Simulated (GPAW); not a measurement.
## Cs: optical spectrum from first principles

Aim: the dielectric function of Cs, and the optical constants that follow from it.

Calculated with GPAW 26.7.0; DFT, PBE, plane-wave PAW (GPAW data sets), scalar-relativistic, RPA, optical limit.

Most raw output is cut from this account.

## (1) Set-up

It takes space group Im-3m (No. 229, cubic). The conventional cell has a = 6.067 Å, b = 6.067 Å, c = 6.067 Å, α = 90.00°, β = 90.00°, γ = 90.00°.

Coordinates:

```
Cs
1.0
    -3.03350    3.03350    3.03350
     3.03350   -3.03350    3.03350
     3.03350    3.03350   -3.03350
Cs
1
Cartesian
  0.0000 0.0000 0.0000
```

## (2) Ground state

First the ground state: is it a metal or has it a gap?

This step: DFT, PBE, plane-wave PAW (GPAW data sets), scalar-relativistic, ground state (GPAW 26.7.0).

gs.py reads:

```python
from ase import Atoms
from ase.dft.bandgap import bandgap
from gpaw import GPAW, PW, FermiDirac

atoms = Atoms(['Cs'],
              cell=[[-3.033500000000, 3.033500000000, 3.033500000000],
                    [3.033500000000, -3.033500000000, 3.033500000000],
                    [3.033500000000, 3.033500000000, -3.033500000000]],
              scaled_positions=[[0.000000000000, 0.000000000000, 0.000000000000]],
              pbc=[True, True, True])
atoms.calc = GPAW(mode=PW(500), xc='PBE', kpts={'size': (5, 5, 5), 'gamma': True},
                  occupations=FermiDirac(0.05), maxiter=150, txt='gs.txt')
print('energy (eV)', atoms.get_potential_energy())
print('Fermi level (eV)', atoms.calc.get_fermi_level())
print('valence electrons', atoms.calc.get_number_of_electrons())
print('gap (eV)', bandgap(atoms.calc, output=None)[0])
print('direct gap (eV)', bandgap(atoms.calc, direct=True, output=None)[0])
atoms.calc.write('gs.gpw')
```

Started as:

```bash
$ OMP_NUM_THREADS=1 python gs.py
```

Elapsed: 3.3 s, on 1 thread of Arm Neoverse V2, shared host; peak memory 0.15 GiB.

Numbers from this step:

```
energy       : -0.8314 eV
Fermi energy : 2.143 eV
electrons    : 9
```

There are states at the Fermi level within the smearing, so the occupations stay smeared and the carriers get a Drude term.

## (3) Bands for the response

The response needs many more empty bands than the density does.

This step: DFT, PBE, plane-wave PAW (GPAW data sets), scalar-relativistic, bands at fixed density (GPAW 26.7.0).

nscf.py reads:

```python
from ase.dft.bandgap import bandgap
from gpaw import GPAW, FermiDirac

calc = GPAW('gs.gpw').fixed_density(kpts={'size': (10, 10, 10), 'gamma': True}, nbands=61, convergence={'bands': 55},
                                    occupations=FermiDirac(0.05), txt='nscf.txt')
print('gap (eV)', bandgap(calc, output=None)[0])
print('direct gap (eV)', bandgap(calc, direct=True, output=None)[0])
print('top band over the Fermi level (eV)', min(calc.get_eigenvalues(kpt=k)[54] for k in range(len(calc.get_ibz_k_points()))) - calc.get_fermi_level())
calc.write('full.gpw', mode='all')
```

Started as:

```bash
$ OMP_NUM_THREADS=1 python nscf.py
```

It took 3 min on 1 thread; peak memory 0.3 GiB.

## (4) Dielectric function, RPA

Local fields let the induced charge screen the field inside the cell, which as a rule lowers ε, most along directions where the density is uneven.

This step: DFT, PBE, plane-wave PAW (GPAW data sets), scalar-relativistic, RPA, optical limit (GPAW 26.7.0).

df.py reads:

```python
from gpaw.response.df import DielectricFunction

df = DielectricFunction('full.gpw', frequencies={'type': 'nonlinear', 'domega0': 0.03, 'omega2': 8},
                        ecut=50,
                        eta=0.15,
                        nbands=55,
                        rate=0.05,
                        txt='df.txt')
for direction in ['x']:
    df.get_dielectric_function(xc='RPA', direction=direction, filename=f'df_{direction}.csv')
```

Started as:

```bash
$ OMP_NUM_THREADS=1 python df.py
```

Run time: 19 s. Hardware: 1 thread; peak memory 0.35 GiB.

Read-outs, printed or worked out from the files:

```
centre of weight of the strongest loss peak in the window : 3.585 eV
```

Some rows of df_x.csv (energy; Re and Im without local fields; Re and Im with them):

```text
0.000000, 4797.036490, 0.000000, 4796.770966, 0.000000
0.429336, -57.125571, 15.347806, -57.408462, 15.329416
0.878195, -10.117651, 6.807065, -10.390143, 6.646533
1.347938, -6.088358, 3.635808, -6.234893, 3.544136
1.840057, -3.113833, 1.578238, -3.257731, 1.531652
2.356191, -1.445039, 0.767016, -1.592572, 0.738620
2.898142, -0.340503, 0.519557, -0.493383, 0.499613
3.467895, 0.239511, 0.381307, 0.077023, 0.369482
4.067647, 0.462750, 0.504719, 0.281224, 0.495283
4.699832, 0.654769, 0.283543, 0.494732, 0.284761
5.367152, 0.773783, 0.178420, 0.597576, 0.204030
6.072622, 0.957353, 0.109358, 0.737191, 0.157617
6.819608, 1.124574, 0.066417, 0.857932, 0.117291
7.611886, 1.284467, 0.049829, 0.970096, 0.073552
8.453705, 1.435699, 0.038589, 1.059470, 0.043858
9.349861, 1.640890, 0.045437, 1.169951, 0.052807
10.305790, 2.035209, 0.118135, 1.337443, 0.065029
11.327680, 2.322913, 0.787404, 1.342981, 0.254308
12.422601, 1.423392, 1.591539, 1.294209, 0.451201
13.598673, 1.883382, 1.518825, 1.270079, 0.293063
```

The Im ε, E ∥ x has structure finer than the step of the table below, so its rows give means over 0.25 eV, whole bins alone (the curve runs from 0.305 to 14.0 eV). Peaks (eV: height): 0.944: 6.88.

Sum at mesh points, not converged in k. Table of Im ε, E ∥ x by photon energy; means over each step:

photon energy (eV), Im ε, E ∥ x and a bar:
```
     0.50       11.6 ##############################
     0.75        6.0 ###############
     1.00        6.3 ################
     1.25        4.2 ###########
     1.50        2.7 #######
     1.75        1.8 #####
     2.00        1.2 ###
     2.25        0.9 ##
     2.50        0.6 ##
     2.75        0.5 #
     3.00        0.5 #
     3.25        0.4 #
     3.50        0.4 #
     3.75        0.5 #
     4.00        0.5 #
     4.25        0.4 #
     4.50        0.3 #
     4.75        0.3 #
     5.00        0.3 #
     5.25        0.2 
     5.50        0.2 
     5.75        0.2 
     6.00        0.2 
     6.25        0.2 
     6.50        0.1 
     6.75        0.1 
     7.00        0.1 
     7.25        0.1 
     7.50        0.1 
     7.75        0.1 
     8.00        0.1 
     8.25        0.1 
     8.50        0.0 
     8.75        0.0 
     9.00        0.0 
     9.25        0.1 
     9.50        0.0 
     9.75        0.1 
    10.00        0.0 
    10.25        0.1 
    10.50        0.1 
    10.75        0.2 
    11.00        0.3 #
    11.25        0.3 #
    11.50        0.3 #
    11.75        0.3 #
    12.00        0.4 #
    12.25        0.4 #
    12.50        0.4 #
    12.75        0.4 #
    13.00        0.3 #
    13.25        0.3 #
    13.50        0.3 #
    13.75        0.3 #
```

Values under 1 per cm are given as 1; sum at mesh points, not converged in k. The absorption coefficient, E ∥ x by photon energy:

photon energy (eV), log10 absorption coefficient, E ∥ x (1/cm) and a bar from the least value:
```
      0.5        5.5 #############################
      1.0        5.5 #############################
      1.5        5.6 ##############################
      2.0        5.5 #############################
      2.5        5.5 ############################
      3.0        5.3 #########################
      3.5        5.1 ####################
      4.0        5.2 ######################
      4.5        5.0 ##################
      5.0        5.1 ###################
      5.5        4.8 #############
      6.0        4.8 #############
      6.5        4.7 ##########
      7.0        4.6 #########
      7.5        4.4 ####
      8.0        4.4 #####
      8.5        4.3 
      9.0        4.3 ##
      9.5        4.3 ##
     10.0        4.3 ##
     10.5        4.7 ##########
     11.0        5.1 ####################
     11.5        5.1 ####################
     12.0        5.3 #######################
     12.5        5.4 ##########################
     13.0        5.3 ########################
     13.5        5.3 #######################
```

Sum at mesh points, not converged in k. The reflectivity at normal incidence, E ∥ x by photon energy; read off at these points:

```csv
photon energy (eV),"reflectivity at normal incidence, E ∥ x (%)"
0.5,93.0
1.0,72.2
1.5,71.1
2.0,67.7
2.5,62.3
3.0,37.8
3.5,16.1
4.0,10.0
4.5,6.12
5.0,3.94
5.5,1.63
6.0,0.924
6.5,0.412
7.0,0.198
7.5,0.0477
8.0,0.0299
8.5,0.0363
9.0,0.120
9.5,0.196
10.0,0.352
10.5,0.738
11.0,0.923
11.5,0.932
12.0,1.09
12.5,1.26
13.0,0.713
13.5,0.704
```

Sum at mesh points, not converged in k. The loss function −Im 1/ε at q → 0, E ∥ x by energy loss; read off at these points:

```csv
energy loss (eV),"loss function −Im 1/ε at q → 0, E ∥ x"
0.50,0.00567
1.00,0.0498
1.50,0.0801
2.00,0.150
2.50,0.340
3.00,1.29
3.43,2.69
3.50,2.44
4.00,1.56
4.33,1.68
4.50,1.30
5.00,0.951
5.50,0.450
6.00,0.319
6.50,0.195
7.00,0.145
7.50,0.0771
8.00,0.0688
8.50,0.0375
9.00,0.0376
9.50,0.0338
10.00,0.0307
10.50,0.0551
11.00,0.138
11.50,0.141
12.00,0.184
12.50,0.250
12.75,0.265
13.00,0.229
13.50,0.181
```

The Im ε, E ∥ x has structure finer than the step of the table below, so its rows give means over 0.25 eV, whole bins alone (the curve runs from 0.305 to 14.0 eV). Peaks (eV: height): without local fields 0.944: 7.05; with local fields 0.944: 6.88.

Sum at mesh points, not converged in k. Table of Im ε, E ∥ x by photon energy; means over each step:

```csv
photon energy (eV),without local fields,with local fields
0.50,11.7,11.6
0.75,6.07,5.97
1.00,6.41,6.26
1.25,4.35,4.24
1.50,2.76,2.69
1.75,1.84,1.79
2.00,1.27,1.23
2.25,0.943,0.908
2.50,0.657,0.631
2.75,0.571,0.547
3.00,0.535,0.518
3.25,0.449,0.436
3.50,0.393,0.381
3.75,0.516,0.506
4.00,0.530,0.525
4.25,0.467,0.444
4.50,0.330,0.322
4.75,0.307,0.309
5.00,0.324,0.338
5.25,0.204,0.226
5.50,0.164,0.195
5.75,0.145,0.185
6.00,0.124,0.176
6.25,0.102,0.153
6.50,0.0821,0.131
6.75,0.0694,0.119
7.00,0.0607,0.111
7.25,0.0503,0.0847
7.50,0.0478,0.0716
7.75,0.0498,0.0763
8.00,0.0441,0.0683
8.25,0.0408,0.0517
8.50,0.0387,0.0428
8.75,0.0393,0.0393
9.00,0.0399,0.0485
9.25,0.0431,0.0532
9.50,0.0489,0.0487
9.75,0.0588,0.0504
10.00,0.0735,0.0498
10.25,0.108,0.0609
10.50,0.224,0.112
10.75,0.436,0.205
11.00,0.615,0.265
11.25,0.743,0.261
11.50,0.983,0.276
11.75,1.26,0.324
12.00,1.46,0.355
12.25,1.63,0.396
12.50,1.49,0.443
12.75,1.26,0.416
13.00,1.08,0.338
13.25,1.21,0.307
13.50,1.40,0.300
13.75,1.87,0.330
```

Optical constants at common wavelengths, from n + ik = √ε:

```csv
wavelength (nm),n,k,R (%),1/α
1550,0.80,3.664,80.7,34 nm
800,0.54,2.258,71.2,28 nm
633,0.38,1.696,68.4,30 nm
450,0.30,0.907,52.3,39 nm
365,0.42,0.440,23.6,66 nm
308,0.64,0.389,9.7,63 nm
193,0.89,0.077,0.5,200 nm
```

A polished face would reflect 65 % of daylight and look faintly yellow-green (CIE x = 0.331, y = 0.356 under D65).

## (5) Results

- centre of weight of the strongest loss peak in the window, first axis: 3.59 eV

At this level (PBE, RPA) Cs is a metal. The mesh is too coarse to trust the carriers' weight, the reflectivity or the colour to better than tens of per cent. A polished face would reflect 65 % of daylight and look faintly yellow-green (CIE x = 0.331, y = 0.356 under D65). The carriers' damping of 0.05 eV is typed, not computed; it shapes the response at the lowest energies. Spin-orbit coupling is left out although heavy atoms are present. GPAW's carrier term has the form −ωp²/(ω + i·rate)², which damps like twice the rate and fails at low energy, so the curves leave the lowest energies out. The sum runs over mesh points 0.15 Å⁻¹ apart with no interpolation, so peaks are partly noise of the mesh, and the Drude plasma energy, a sum over the Fermi surface, isn't converged.

[Machine, clock and banner lines and Python warnings are left out of the logs.]

[Logs are printed without paths, hosts, clocks, repeated set-up lines and the standing remarks that a program may print on its own settings, such as how far it seeks lower states.]

[Hosts, paths, dates, database ids (printed as entryN), source tags and the programs' standing remarks are cut or masked in the printed files.]
